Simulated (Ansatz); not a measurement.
# Kohn anomalies in ZrB2 (P6/mmm), part 2 of 2

Does ZrB2 (P6/mmm) have a Kohn anomaly or a soft branch that a wide smearing hides? The first relaxation steps of the session are not shown, so no cell shown is the starting entry, unless a step says so.

Ansatz 0.2.0; DFT PBE, scalar-relativistic, plane waves, PAW.

So far. Step 2 (Tight relaxation): The largest force is now zero by symmetry and the largest stress component 0.0039 GPa, small enough for phonons. Step 4 (Phonons along a line: Fermi–Dirac smearing of 0.25 eV): Against step 3 (now smearing width 0.25 eV), the free energy moves by -9.1 meV an atom. The relaxed cell has a = 3.172, c = 3.542 Å (conventional setting).

## 5. Wavevectors along a line: Fermi–Dirac smearing of 0.04 eV (continued)

Each wavevector solved by linear response. Frequency against |q| along the line; 7 of 9 lines:

```
|q| along the line (Å⁻¹)  mode 1 (cm⁻¹)  mode 2 (cm⁻¹)  mode 3 (cm⁻¹)  mode 4 (cm⁻¹)  mode 5 (cm⁻¹)  mode 6 (cm⁻¹)  mode 7 (cm⁻¹)
                   0.000              0              0              0            448            448            468            555
                   0.381            122            122            171            460            482            485            558
                   0.762            200            204            260            488            508            548            594
                   1.144            227            230            292            510            525            533            686
```

Against step 3 (now smearing width 0.04 eV), the free energy moves by +1.2 meV an atom.

## 6. Phonons along a line: Methfessel–Paxton smearing of 0.2 eV

The smearing blurs the Fermi surface that screens the phonons; a Methfessel–Paxton width blurs it less than a thermal one.

The input, input.yaml:

```yaml
crystal:
  lattice:
    - [3.1715708854, 0.0, 0.0]
    - [-1.5857854427, 2.7466609567, 0.0]
    - [0.0, 0.0, 3.5420140007]
  atoms:
    - { symbol: Zr, position: [0.0, 0.0, 0.0] }
    - { symbol: B, position: [0.3333333333, 0.6666666667, 0.5] }
    - { symbol: B, position: [0.6666666667, 0.3333333333, 0.5] }
kpoints:
  mp_grid: { grid: [18, 18, 12] }
hamiltonian:
  xc: pbe
scf:
  occupations: { method: methfessel_paxton, width: 0.2 }
output:
  eigenvalues: true
phonons:
  method: dfpt
  qpoints:
    - [0, 0, 0]
    - [0.166666667, 0.0, 0.0]
    - [0.333333333, 0.0, 0.0]
    - [0.5, 0.0, 0.0]
```

Command:

```bash
ansatz run input.yaml --threads 4 --pin off --max-ram 8192MiB --backend cpu --events-out ev --progress --plain --runs-dir out
```

Numbers of over 12 decimals in the logs are rounded to 6 here.

What it wrote:

```text
[...]
Crystal: 3 atoms, lattice volume = 30.855 Å³
Basis set: ecut = 420 eV, 575 PW (Γ), exchange–correlation on 48×48×48 points (8 copies of the dense FFT grid, shifted against one another)
Bands: 13, of which v1, the nominal top of the filled ones, is band 9 counted from 1 (8 counted from 0)
Symmetry: 24 space group operations
k-points: 259 of 3888
[...]
SCF iter   1: F=—  HF=-4498.721589 eV  |F-HF|=—  |Δ(HF+E_count)|=         —  Δρ=1.56e-3  dr2=6.75e-4  ethr=1.77e-3  ⟨swp⟩=4.8  Hψ=16258  notcnv=0
[...]
SCF iter   9: F=-4498.721464 eV  HF=-4498.721464 eV  |F-HF|=9.09e-13  |Δ(HF+E_count)|=  4.82e-11  S|Δr|=    0.00e0  Δρ=6.18e-8  dr2=7.19e-13  ethr=1.00e-12  ⟨swp⟩=3.9  Hψ=16009  notcnv=0
SCF 1 converged in 9 iterations: F = -4498.721464 eV  dr2 = 7.19e-13
[...]
SCF converged after 9 iterations
Stability not checked: this state was not tested for a lower state beside it, because cold or Methfessel-Paxton smearing, or corrected tetrahedra, fill the levels in a way that the test cannot read (fill_not_monotonic; see scf.lower_state_search)
Free energy (F): -4498.721464 eV
[...]
Internal energy: -4498.721895 eV  (E = F + TS)
E sigma→0 (E₀):  -4498.721572 eV
Entropy (-TS):   0.000431 eV (0.144 meV/atom)
Fermi energy:    15.791208 eV
[...]
--- Band table (eV; the first three rows and the last of 259) ---
  k-point 0: bands = [... 5 lower, 13.1265, 13.1265, 13.1559, 13.3712, 19.1187, 19.1187, 19.8761, 19.8761]
  k-point 1: bands = [... 5 lower, 12.3706, 13.1914, 13.1914, 14.1225, 18.5815, 18.5815, 19.6640, 19.6640]
  k-point 2: bands = [... 5 lower, 11.4567, 13.3834, 13.3834, 14.9580, 17.7567, 17.7567, 19.1016, 19.1016]
  k-point 258: bands = [... 5 lower, 7.0058, 10.8054, 13.0657, 13.0657, 19.7855, 21.7117, 21.7117, 22.2605]
[...]
ASR residual: 8.119e-5 → 0.000e0 eV/Å²; symmetrization residual: 7.279e-7 eV/Å²
  ASR residual per site (eV/Å²): 8.12e-5 5.53e-6 5.53e-6
  Γ frequencies (cm⁻¹): 0.00 0.00 0.00 448.01 448.01 467.55 551.97 768.97 768.97
[...]
--- Phonons (arbitrary-q DFPT): 4 explicit q-points ---
[...]
```

Wall time 2.9 min (4 threads of Arm Neoverse V1, shared host); peak memory 2.5 GiB.

Each wavevector solved by linear response. Table of frequency by |q| along the line; 7 of 9 lines:

```
|q| along the line (Å⁻¹)  mode 1 (cm⁻¹)  mode 2 (cm⁻¹)  mode 3 (cm⁻¹)  mode 4 (cm⁻¹)  mode 5 (cm⁻¹)  mode 6 (cm⁻¹)  mode 7 (cm⁻¹)
                   0.000              0              0              0            448            448            468            552
                   0.381            122            122            171            461            482            485            559
                   0.762            201            204            260            488            508            547            595
                   1.144            227            230            291            510            525            532            686
```

Against step 3 (now occupations Methfessel-Paxton and smearing width 0.2 eV), the free energy moves by +1.5 meV an atom.

## 7. The lowest branch at each setting

The lowest frequency by |q| along the line:

```
|q| along the line (Å⁻¹)  fermi dirac 0.1 eV, k 18x18x12 (cm⁻¹)  fermi dirac 0.25 eV, k 18x18x12 (cm⁻¹)  fermi dirac 0.04 eV, k 18x18x12 (cm⁻¹)  methfessel paxton 0.2 eV, k 18x18x12 (cm⁻¹)
                   0.000                                      0                                       0                                       0                                            0
                   0.381                                    122                                     121                                     122                                          122
                   0.762                                    200                                     199                                     200                                          201
                   1.144                                    226                                     225                                     227                                          227
```

## 8. Summary of results

| Quantity | Value |
| --- | --- |
| phonon run of the rows without a label of their own | PBE, k 18×18×12 |
| lowest branch at the last solved point, Fermi–Dirac 0.1 eV | 226 cm⁻¹ at \|q\| = 1.14 Å⁻¹ |
| lowest branch at the last solved point, Fermi–Dirac 0.25 eV | 225 cm⁻¹ at \|q\| = 1.14 Å⁻¹ |
| lowest branch at the last solved point, Fermi–Dirac 0.04 eV | 227 cm⁻¹ at \|q\| = 1.14 Å⁻¹ |
| lowest branch at the last solved point, Methfessel–Paxton 0.2 eV | 227 cm⁻¹ at \|q\| = 1.14 Å⁻¹ |

**Reading.** No branch softens by more than 4 % of the top frequency as the smearing narrows, so no anomaly that hangs on the smearing shows at these points. The line holds 4 wavevectors, so a narrow dip between them would be missed. Between Fermi–Dirac 0.25 eV and Fermi–Dirac 0.04 eV the largest change, with modes counted by rank of frequency, is in mode 8 at |q| = 0 Å⁻¹, from 763 to 769 cm⁻¹; the branches hardly feel the smearing. Where branches cross, a count by rank can hide a softening. At the narrowest width the k mesh may not resolve the Fermi surface, so part of the change can be mesh noise.

[Logs are printed without paths, hosts, clocks, repeated set-up lines and the standing remarks that a program may print on its own settings, such as how far it seeks lower states.]

[Hosts, paths, dates, database ids (printed as entryN), source tags and the programs' standing remarks are cut or masked in the printed files.]
